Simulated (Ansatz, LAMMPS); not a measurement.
# Charge trapping in glassy 85GeO2-15Li2O (mol %) (78 atoms), part 2 of 5

Aim: add and remove one electron in glassy 85GeO2-15Li2O (mol %) (78 atoms), with atoms held and relaxed, and read trapping energy and localisation.

Ansatz 0.2.0; Kohn-Sham DFT, PBEsol, PAW (set soft_2), plane waves.

The cell: 22 Ge, 8 Li and 48 O. The quench rate of 1000 K/ps is orders of magnitude faster than experiment. The starting topology of bonds comes from the classical model. Only the Γ point is sampled, in a cell whose shortest periodic width is 10 Å.

So far. Step 2 (Single point at the start): The r.m.s. force at the start is 1.2 eV/Å.

## Step 3: Relaxation

With the cell held, the atoms are moved downhill towards a nearby minimum.

input.yaml reads:

```yaml
crystal:
  lattice:
    - [10.37842, 0.0, 0.0]
    - [0.0, 10.37842, 0.0]
    - [0.0, 0.0, 10.37842]
  atoms:
    [... the 78 atom lines of step 2 ...]
kpoints:
  mp_grid: { grid: [1, 1, 1] }
hamiltonian:
  xc: pbesol
scf:
  occupations: { method: fixed }
output:
  forces: true
relax:
  f_tol: 0.05
  max_steps: 120
```

Started as:

```console
> ansatz run input.yaml --threads 4 --pin off --max-ram 8192MiB --backend cpu --events-out ev --progress --plain --runs-dir out
```

What it wrote:

```text
[...]
Crystal: 78 atoms, lattice volume = 1117.876 Å³
Basis set: ecut = 420 eV, 21879 PW (Γ), exchange–correlation on 144×144×144 points (8 copies of the dense FFT grid, shifted against one another)
Bands: 388, of which v1, the nominal top of the filled ones, is band 310 counted from 1 (309 counted from 0)
Symmetry: 1 space group operations
[...]
k-points: 1
[...]
SCF iter   1: F=—  HF=-122119.285849 eV  |F-HF|=—  |Δ(HF+E_count)|=         —  Δρ=1.17e-2  dr2=1.22e0  ethr=1.77e-3  ⟨swp⟩=5.0  Hψ=1289  notcnv=0  defer=75
[...]
SCF iter   6: F=—  HF=-122118.947519 eV  |F-HF|=—  |Δ(HF+E_count)|=   1.51e-4  Δρ=6.78e-5  dr2=5.64e-5  ethr=4.30e-8  ⟨swp⟩=2.0  Hψ=549  notcnv=0  defer=76
SCF iter   7: F=-122118.947563 eV  HF=-122118.947559 eV  |F-HF|=4.10e-6  |Δ(HF+E_count)|=   4.07e-5  Δρ=2.79e-5  dr2=9.11e-6  ethr=9.09e-9  ⟨swp⟩=4.0  Hψ=998  notcnv=0
SCF 1 converged in 7 iterations: F = -122118.947563 eV  dr2 = 9.11e-6
[...]
relax step   1: F+E_penalty+E_count = -122118.94756340 eV  Δ(F+E_penalty+E_count) = +0.000e0 eV  max|allowed force component| = 3.317e0 eV/Å  Δτ_max = 0.0000 Å  (7 SCF iters, dr2 threshold 6.25e-5 eV, accepted)
[...]
relax step   2: F+E_penalty+E_count = -122124.11235861 eV  Δ(F+E_penalty+E_count) = -5.165e0 eV  max|allowed force component| = 2.044e0 eV/Å  Δτ_max = 0.1937 Å  (8 SCF iters, dr2 threshold 1.00e-4 eV, accepted)
[...]
relax step   3: F+E_penalty+E_count = -122126.69142077 eV  Δ(F+E_penalty+E_count) = -2.579e0 eV  max|allowed force component| = 4.705e-1 eV/Å  Δτ_max = 0.1980 Å  (7 SCF iters, dr2 threshold 1.00e-4 eV, accepted)
relax step   4: F+E_penalty+E_count = -122127.11718392 eV  Δ(F+E_penalty+E_count) = -4.258e-1 eV  max|allowed force component| = 4.443e-1 eV/Å  Δτ_max = 0.1506 Å  (8 SCF iters, dr2 threshold 1.38e-5 eV, accepted)
relax step   5: F+E_penalty+E_count = -122127.46982085 eV  Δ(F+E_penalty+E_count) = -3.526e-1 eV  max|allowed force component| = 3.777e-1 eV/Å  Δτ_max = 0.2000 Å  (8 SCF iters, dr2 threshold 1.23e-5 eV, accepted)
relax step   6: F+E_penalty+E_count = -122127.58526566 eV  Δ(F+E_penalty+E_count) = -1.154e-1 eV  max|allowed force component| = 3.444e-1 eV/Å  Δτ_max = 0.1590 Å  (7 SCF iters, dr2 threshold 1.00e-4 eV, accepted)
relax step   7: F+E_penalty+E_count = -122127.66123187 eV  Δ(F+E_penalty+E_count) = -7.597e-2 eV  max|allowed force component| = 3.770e-1 eV/Å  Δτ_max = 0.2000 Å  (7 SCF iters, dr2 threshold 8.57e-5 eV, accepted)
relax step   8: F+E_penalty+E_count = -122127.73203531 eV  Δ(F+E_penalty+E_count) = -7.080e-2 eV  max|allowed force component| = 1.392e-1 eV/Å  Δτ_max = 0.0634 Å  (6 SCF iters, dr2 threshold 1.00e-4 eV, accepted)
relax step   9: F+E_penalty+E_count = -122127.79924120 eV  Δ(F+E_penalty+E_count) = -6.721e-2 eV  max|allowed force component| = 3.080e-1 eV/Å  Δτ_max = 0.2000 Å  (8 SCF iters, dr2 threshold 2.64e-6 eV, accepted)
relax step  10: F+E_penalty+E_count = -122127.87050443 eV  Δ(F+E_penalty+E_count) = -7.126e-2 eV  max|allowed force component| = 2.746e-1 eV/Å  Δτ_max = 0.1962 Å  (8 SCF iters, dr2 threshold 1.29e-5 eV, accepted)
relax step  11: F+E_penalty+E_count = -122127.95450947 eV  Δ(F+E_penalty+E_count) = -8.401e-2 eV  max|allowed force component| = 4.592e-1 eV/Å  Δτ_max = 0.1164 Å  (6 SCF iters, dr2 threshold 5.99e-5 eV, accepted)
relax step  12: F+E_penalty+E_count = -122128.12603259 eV  Δ(F+E_penalty+E_count) = -1.715e-1 eV  max|allowed force component| = 4.149e-1 eV/Å  Δτ_max = 0.1954 Å  (7 SCF iters, dr2 threshold 1.00e-4 eV, accepted)
relax step  13: F+E_penalty+E_count = -122128.11396554 eV  Δ(F+E_penalty+E_count) = +1.207e-2 eV  max|allowed force component| = 1.517e0 eV/Å  Δτ_max = 0.1953 Å  (7 SCF iters, dr2 threshold 1.00e-4 eV, rejected (line search))
relax step  14: F+E_penalty+E_count = -122128.24546262 eV  Δ(F+E_penalty+E_count) = -1.194e-1 eV  max|allowed force component| = 3.614e-1 eV/Å  Δτ_max = 0.0961 Å  (10 SCF iters, accepted)
relax step  15: F+E_penalty+E_count = -122128.28334608 eV  Δ(F+E_penalty+E_count) = -3.788e-2 eV  max|allowed force component| = 7.239e-1 eV/Å  Δτ_max = 0.0975 Å  (7 SCF iters, dr2 threshold 9.91e-5 eV, accepted)
relax step  16: F+E_penalty+E_count = -122128.33534943 eV  Δ(F+E_penalty+E_count) = -5.200e-2 eV  max|allowed force component| = 2.469e-1 eV/Å  Δτ_max = 0.0836 Å  (6 SCF iters, dr2 threshold 1.00e-4 eV, accepted)
relax step  17: F+E_penalty+E_count = -122128.37215391 eV  Δ(F+E_penalty+E_count) = -3.680e-2 eV  max|allowed force component| = 1.771e-1 eV/Å  Δτ_max = 0.1165 Å  (6 SCF iters, dr2 threshold 7.09e-6 eV, accepted)
relax step  18: F+E_penalty+E_count = -122128.39849954 eV  Δ(F+E_penalty+E_count) = -2.635e-2 eV  max|allowed force component| = 2.362e-1 eV/Å  Δτ_max = 0.1983 Å  (8 SCF iters, dr2 threshold 3.65e-6 eV, accepted)
relax step  19: F+E_penalty+E_count = -122128.42175195 eV  Δ(F+E_penalty+E_count) = -2.325e-2 eV  max|allowed force component| = 1.008e-1 eV/Å  Δτ_max = 0.0647 Å  (6 SCF iters, dr2 threshold 2.87e-5 eV, accepted)
relax step  20: F+E_penalty+E_count = -122128.44204341 eV  Δ(F+E_penalty+E_count) = -2.029e-2 eV  max|allowed force component| = 8.473e-2 eV/Å  Δτ_max = 0.0863 Å  (9 SCF iters, accepted)
relax step  21: F+E_penalty+E_count = -122128.45821246 eV  Δ(F+E_penalty+E_count) = -1.617e-2 eV  max|allowed force component| = 1.201e-1 eV/Å  Δτ_max = 0.1196 Å  (9 SCF iters, accepted)
relax step  22: F+E_penalty+E_count = -122128.46974315 eV  Δ(F+E_penalty+E_count) = -1.153e-2 eV  max|allowed force component| = 1.180e-1 eV/Å  Δτ_max = 0.0804 Å  (6 SCF iters, dr2 threshold 1.02e-5 eV, accepted)
relax step  23: F+E_penalty+E_count = -122128.48272012 eV  Δ(F+E_penalty+E_count) = -1.298e-2 eV  max|allowed force component| = 1.235e-1 eV/Å  Δτ_max = 0.0670 Å  (6 SCF iters, dr2 threshold 1.35e-5 eV, accepted)
relax step  24: F+E_penalty+E_count = -122128.49668754 eV  Δ(F+E_penalty+E_count) = -1.397e-2 eV  max|allowed force component| = 2.271e-1 eV/Å  Δτ_max = 0.1575 Å  (8 SCF iters, dr2 threshold 1.47e-5 eV, accepted)
relax step  25: F+E_penalty+E_count = -122128.51992636 eV  Δ(F+E_penalty+E_count) = -2.324e-2 eV  max|allowed force component| = 2.158e-1 eV/Å  Δτ_max = 0.0365 Å  (6 SCF iters, dr2 threshold 5.16e-5 eV, accepted)
relax step  26: F+E_penalty+E_count = -122128.47449215 eV  Δ(F+E_penalty+E_count) = +4.543e-2 eV  max|allowed force component| = 3.378e-1 eV/Å  Δτ_max = 0.2000 Å  (7 SCF iters, dr2 threshold 4.21e-5 eV, rejected (line search))
relax step  27: F+E_penalty+E_count = -122128.55507672 eV  Δ(F+E_penalty+E_count) = -3.515e-2 eV  max|allowed force component| = 1.029e-1 eV/Å  Δτ_max = 0.0969 Å  (10 SCF iters, accepted)
relax step  28: F+E_penalty+E_count = -122128.56700604 eV  Δ(F+E_penalty+E_count) = -1.193e-2 eV  max|allowed force component| = 9.575e-2 eV/Å  Δτ_max = 0.1000 Å  (10 SCF iters, accepted)
relax step  29: F+E_penalty+E_count = -122128.57641899 eV  Δ(F+E_penalty+E_count) = -9.413e-3 eV  max|allowed force component| = 8.307e-2 eV/Å  Δτ_max = 0.0446 Å  (9 SCF iters, accepted)
relax step  30: F+E_penalty+E_count = -122128.58846653 eV  Δ(F+E_penalty+E_count) = -1.205e-2 eV  max|allowed force component| = 7.822e-2 eV/Å  Δτ_max = 0.0619 Å  (7 SCF iters, dr2 threshold 5.20e-6 eV, accepted)
relax step  31: F+E_penalty+E_count = -122128.59532843 eV  Δ(F+E_penalty+E_count) = -6.862e-3 eV  max|allowed force component| = 6.260e-2 eV/Å  Δτ_max = 0.0550 Å  (7 SCF iters, dr2 threshold 4.61e-6 eV, accepted)
relax step  32: F+E_penalty+E_count = -122128.59950463 eV  Δ(F+E_penalty+E_count) = -4.176e-3 eV  max|allowed force component| = 1.074e-1 eV/Å  Δτ_max = 0.0407 Å  (6 SCF iters, dr2 threshold 2.51e-6 eV, accepted)
relax step  33: F+E_penalty+E_count = -122128.60260687 eV  Δ(F+E_penalty+E_count) = -3.102e-3 eV  max|allowed force component| = 4.922e-2 eV/Å  Δτ_max = 0.0260 Å  (6 SCF iters, dr2 threshold 7.39e-6 eV, accepted)
[...]
relax step  34: F+E_penalty+E_count = -122128.60260706 eV  Δ(F+E_penalty+E_count) = -1.888e-7 eV  max|allowed force component| = 4.916e-2 eV/Å  Δτ_max = 0.0000 Å  (4 SCF iters, accepted)
SCF converged after 4 iterations
Free energy (F): -122128.602607 eV
[...]
Internal energy: -122128.602607 eV  (E = F + TS)
E sigma→0 (E₀):  -122128.602607 eV
Fermi energy:    4.018723 eV
[...]
Σ components = -122128.602607   (vs F -122128.602607, Δ=0.00e0)
--- Forces (eV/Å), atoms counted from 1 ---
  atom   1  Ge     0.01947395     0.01199787     0.01586768
  atom   2  Ge     0.02613574     0.01406526    -0.01026524
  atom   3  Ge    -0.00750419     0.00169762    -0.01330550
  atom   4  Ge     0.00781579    -0.00178547    -0.00024183
[...]
atom  78  O     -0.00869553     0.01770111     0.01611074
  max |Σ_I F_I| component: 9.10e-5 eV/Å
--- Relaxed structure (34 steps of the walk, 32 accepted, 0 SCFs on fresh bases) ---
  F+E_penalty+E_count = -122128.60260706 eV   max|allowed force component| = 4.916e-2 eV/Å
  atoms:
    - { symbol: Ge, position: [0.190059, 0.466732, 0.234839] }
    - { symbol: Ge, position: [0.401079, 0.374738, 0.903472] }
    - { symbol: Ge, position: [0.554570, 0.999304, 0.924829] }
    - { symbol: Ge, position: [0.307096, 0.975294, 0.748641] }
[...]
- { symbol: O, position: [0.856193, 0.351031, 0.034934] }
```

Elapsed: 3 min, on 4 threads of Intel Xeon Platinum 8375C at 2.90GHz (Ice Lake), shared host; peak memory 1.5 GiB; 11 min of CPU time.

The relaxation converged after 34 steps, 9.66 eV below its start, with a largest force component of 0.049 eV/Å.

## Step 4: Single point at the relaxed geometry

One more single point at the end of the walk gives the fuller output and checks the residual forces.

input.yaml reads:

```yaml
crystal:
  lattice:
    - [10.37842, 0.0, 0.0]
    - [0.0, 10.37842, 0.0]
    - [0.0, 0.0, 10.37842]
  atoms:
    - { symbol: Ge, position: [0.19006, 0.46673, 0.23484] }
    - { symbol: Ge, position: [0.40108, 0.37474, 0.90347] }
    - { symbol: Ge, position: [0.55457, 0.9993, 0.92483] }
    - { symbol: Ge, position: [0.3071, 0.97529, 0.74864] }
    - { symbol: Ge, position: [0.17559, 0.74638, 0.09861] }
    - { symbol: Ge, position: [0.0485, 0.16695, 0.72968] }
    [... 66 atom lines left out ...]
    - { symbol: O, position: [0.74344, 0.64623, 0.86619] }
    - { symbol: O, position: [0.10766, 0.2789, 0.61] }
    - { symbol: O, position: [0.66743, 0.12849, 0.23914] }
    - { symbol: O, position: [0.42506, 0.2453, 0.48941] }
    - { symbol: O, position: [0.5683, 0.62591, 0.13968] }
    - { symbol: O, position: [0.85619, 0.35103, 0.03493] }
kpoints:
  mp_grid: { grid: [1, 1, 1] }
hamiltonian:
  xc: pbesol
scf:
  occupations: { method: fixed }
output:
  forces: true
  stress: true
  populations: true
  dos:
    method: { smearing: { sigma: 0.15 } }
    de: 0.1
    projected: { site_lists: { Ge: [Ge], Li: [Li], O: [O] } }
  eigenvalues: true
  write_density: true
  write_potential: true
  volumetric_format: npy
  elf: true
```

What it wrote:

```text
[...]
Crystal: 78 atoms, lattice volume = 1117.876 Å³
Basis set: ecut = 420 eV, 21879 PW (Γ), exchange–correlation on 144×144×144 points (8 copies of the dense FFT grid, shifted against one another)
Bands: 388, of which v1, the nominal top of the filled ones, is band 310 counted from 1 (309 counted from 0)
Symmetry: 1 space group operations
[...]
k-points: 1
[...]
SCF iter   1: F=—  HF=-122128.976890 eV  |F-HF|=—  |Δ(HF+E_count)|=         —  Δρ=1.22e-2  dr2=1.34e0  ethr=1.77e-3  ⟨swp⟩=5.0  Hψ=1391  notcnv=0  defer=75
[...]
SCF iter  10: F=-122128.602591 eV  HF=-122128.602591 eV  |F-HF|=4.37e-9  |Δ(HF+E_count)|=   2.12e-7  Δρ=2.38e-6  dr2=6.05e-8  ethr=1.61e-11  ⟨swp⟩=15.0  Hψ=3032  notcnv=0
SCF 1 converged in 10 iterations: F = -122128.602591 eV  dr2 = 6.05e-8
[...]
WARN: The input density's exchange-correlation potential varies sharply where the density is thin. Do not read a vacuum level from v_tot or v_xc, or from such a field of the output density. On a cell that repeats whose density bears no net charge and no dipole along the vacuum's axis use v_es (v_loc + v_h of the components); [...]
SCF converged after 10 iterations
Free energy (F): -122128.602591 eV
[...]
Internal energy: -122128.602591 eV  (E = F + TS)
E sigma→0 (E₀):  -122128.602591 eV
Fermi energy:    4.018452 eV
[...]
--- Forces (eV/Å), atoms counted from 1 ---
  atom   1  Ge     0.01967392     0.01328536     0.01566538
  atom   2  Ge     0.02595104     0.01373828    -0.00962374
  atom   3  Ge    -0.00847082     0.00370779    -0.01276956
  atom   4  Ge     0.00713703    -0.00105685     0.00104616
  atom   5  Ge     0.00180975     0.03447247     0.00249396
  atom   6  Ge     0.01176937    -0.00572431    -0.00376140
  atom   7  Ge    -0.02437082     0.00224906    -0.01037552
  atom   8  Ge     0.00832339    -0.01523204     0.00030484
  atom   9  Ge     0.01727662     0.00900477    -0.01783837
  atom  10  Ge     0.00843830    -0.00307930    -0.01777956
  atom  11  Ge     0.01349100    -0.02317837    -0.00687196
  atom  12  Ge     0.00350441     0.00034262     0.00596659
  atom  13  Ge    -0.01489820     0.02202015     0.00111232
  atom  14  Ge     0.00290411    -0.00604741    -0.00049482
[...]
atom  77  O     -0.00475648    -0.00019715    -0.01401362
  atom  78  O     -0.00732444     0.01763282     0.01628313
  max |Σ_I F_I| component: 8.69e-5 eV/Å
--- Stress (GPa, compression-positive) ---
       -4.907139       0.317408      -0.610856
        0.317408      -1.635481      -0.151871
       -0.610857      -0.151873      -3.347215
  P = ⅓ Tr σ = -3.2966 GPa (-32.966 kbar)
--- Band table (eV) ---
[...]
--- Löwdin populations: 78 sites ---
  site symbol       q [e]
     0     Ge     12.4425
     1     Ge     12.5156
     2     Ge     12.4786
[...]
77      O      6.9289
  spilling = 0.005519 (of n_electrons = 620.000000)
```

Elapsed: 11 s, on 4 threads; peak memory 1.6 GiB; 41 s of CPU time.

The program notes that the exchange-correlation potential is rough where the density is thin.

Read from the output:

```
free energy                                      : -122128.6026 eV
free energy per atom                             : -1565.7513 eV/atom
SCF cycles                                       : 10
pressure                                         : -3.297 GPa
r.m.s. force component                           : 0.01332 eV/Å
longest force                                    : 0.07267 eV/Å
Fermi energy                                     : 4.018 eV
gap (highest filled to lowest empty level) : 1.377 eV
spilling of the projection                       : 0.005519
```

Löwdin charges by element and coordination (they lack the spilled electrons, 0.044 e an atom on average):

```csv
element,coordination,atoms,mean charge (e),spread,least,most
Ge,all,22,1.52,0.0387,1.41,1.57
Ge,4,19,1.52,0.0408,1.41,1.57
Ge,5,3,1.50,0.0096,1.49,1.51
Li,all,8,0.803,0.0162,0.779,0.821
Li,3,5,0.809,0.011,0.796,0.821
Li,4,3,0.794,0.0188,0.779,0.820
O,all,48,-0.757,0.059,-0.929,-0.691
O,2,27,-0.726,0.0325,-0.874,-0.691
O,3,20,-0.791,0.0547,-0.926,-0.721
O,4,1,-0.929,0,-0.929,-0.929
```

States in the cell by windows of 1 eV, zero at the Fermi level; the larger projections on atomic orbitals stand beside the total:

```csv
from (eV),to (eV),total,O p,Ge p,Ge s,O s
-18,-17,36.8,0.3,5.9,0.4,28.6
-17,-16,11.4,0.2,1.3,0.4,9.1
-16,-15,2.1,0.0,0.3,0.0,1.7
-15,-11,0.0,0.0,0.0,0.0,0.0
-11,-10,5.1,2.8,0.1,1.9,0.2
-10,-9,9.4,5.2,0.5,3.0,0.6
-9,-8,11.8,6.8,0.9,3.1,0.9
-8,-7,11.8,7.1,1.3,2.3,0.9
-7,-6,16.5,11.5,3.5,0.8,0.5
-6,-5,25.8,19.0,5.6,0.3,0.5
-5,-4,32.3,24.8,4.4,0.7,1.8
-4,-3,42.8,36.9,3.1,0.3,1.5
-3,-2,67.3,63.6,1.6,0.2,0.8
-2,-1,54.3,52.3,0.8,0.1,0.3
-1,0,9.2,8.8,0.2,0.0,0.1
0,1,1.7,1.7,0.0,0.0,0.0
1,2,2.0,0.4,0.0,0.8,0.4
2,3,2.2,0.6,0.3,0.9,0.3
3,4,13.0,3.6,1.7,5.3,1.9
4,5,13.0,3.6,2.6,4.5,1.6
```

With fixed occupations the program's Fermi level is the highest filled level; weight inside the gap is the broadening of levels at its edges.

Between -26 and -18 eV lie 266 more states.

The levels nearest the highest filled one (over half full), pooled over k-points and spins:

```csv
level less the highest filled one (eV),occupation
-1.08,2
-0.970,2
-0.832,2
-0.570,2
-0.112,2
0,2
1.38,0
2.86,0
3.04,0
3.18,0
3.21,0
3.44,0
```

ELF in the ac plane at fractional y = 0.143, with atoms of Ge and Li and O within 0.2 Å of it. It is the smooth field of the valence electrons, not physical close to the nuclei.

Ten even steps from '_' (0.03 × 1e-1) to '@' (9.76 × 1e-1), each cell a mean:
```
__::----::..________________--####**##%%**::______________
==**####++::________________::++######**--..____________..
++####**==..__________________::------..________________::
--====--::______________________________________________..
::::::....____________________________________..------::..
..__..::::::..__________..........::----::____::**####++--
..____::----::________..::::::::::==**##++::..==%%######==
::....::::....______..------::::--**##%%##--..==##++++##++
::........__________..----::..::--++####**--..--##%%%%##++
__......______________..::::::::::--====--..__..==**##++::
______________________......................______..::..__
__________________..::------::..______::----..____________
..__..::======::::::::--====::..____..--++++::______......
....::**##%%##++::..__..::--..________..::::..____::----::
____--##%%####**::______::..______________________::==--::
____--##%%####**::....::--::..____::====--::______..::..__
____..++%%%%##==..::++****++::__..++##%%##**--____________
--..__..::--::....++##****##==..--##%%**##%%++..____..::--
%%**::__----____--##%%++**##==::--**##**##%%**..__..==##%%
%%%%==::@@@@==__--##%%%%##**--::::==####%%##==____::##%%##
##%%++..**%%::__..::====--::::::::::::------..____==##%%**
%%##++..__________________..::::----::..__________--**%%%%
++==::______________________::++######**--________..::++**
____________________________--####++##%%**::__________....
```
Columns run along a (10.4 Å), rows up along c (10.4 Å). Atoms in or near the plane, at fractional coordinates: Ge at (0.34, 0.39), Li at (0.16, 0.17), O at (0.60, 0.99), O at (0.99, 0.15), O at (0.40, 0.23), O at (0.89, 0.68), O at (0.67, 0.24).

Valence density in the ac plane at fractional y = 0.143, with atoms of Ge and Li and O within 0.2 Å of it. It is the smooth field of the valence electrons, not physical close to the nuclei.

Values in e/Å³, 13 rows by 16 columns, each cell a mean:
```
 0  0  0  0  0  0  0  0  1  3  2  0  0  0  0  0
 0  1  0  0  0  0  0  0  0  0  0  0  0  0  0  0
 1  1  0  0  0  0  0  0  0  0  0  0  0  0  0  0
 9  7  0  0  0  0  0  0  0  0  1  0  0  2  4  1
 0  0  0  0  0  0  0  1  1  1  1  1  0  2  4  1
 0  0  0  0  0  0  0  0  0  0  0  0  0  0  0  0
 0  0  0  0  0  0  0  0  0  0  0  0  0  0  0  0
 0  0  2  2  1 16  4  0  0  0  0  0  0  0  0  0
 0  0  3  3  1  5  2  0  0  0  0  0  0  0  0  0
 0  0  0  0  0  1  4  1  0  1  4  3  0  0  0  0
 2  0  3  1  0  1  3  1  1  1  2  1  0  0  0  3
 2  0  0  0  0  0  0  0  1  1  0  0  0  0  0  3
 0  0  0  0  0  0  0  0  1  4  2  0  0  0  0  0
```
Columns run along a (10.4 Å), rows up along c (10.4 Å). Atoms in or near the plane, at fractional coordinates: Ge at (0.34, 0.39), Li at (0.16, 0.17), O at (0.60, 0.99), O at (0.99, 0.15), O at (0.40, 0.23), O at (0.89, 0.68), O at (0.67, 0.24).

Between filled and empty levels lie 1.38 eV (at Γ alone); a semilocal functional tends to put such gaps too low. In a disordered cell it changes from sample to sample, and tail or defect levels can set it. Mean Löwdin charges: Ge +1.52, Li +0.80, O -0.76 e (they miss 0.55 % of the electrons, so they add up to more than the cell's charge). The largest share in the top eV of filled states is O p (96 % of the projected weight), and in the lowest eV of empty states Ge s (41 % of the projected weight).

[end of part 2 of 5]

[Long decimals in the printed logs are rounded to 6 places.]

[Logs are printed without paths, hosts, clocks, repeated set-up lines and the standing remarks that a program may print on its own settings, such as how far it seeks lower states.]

[Hosts, paths, dates, database ids (printed as entryN), source tags and the programs' standing remarks are cut or masked in the printed files.]
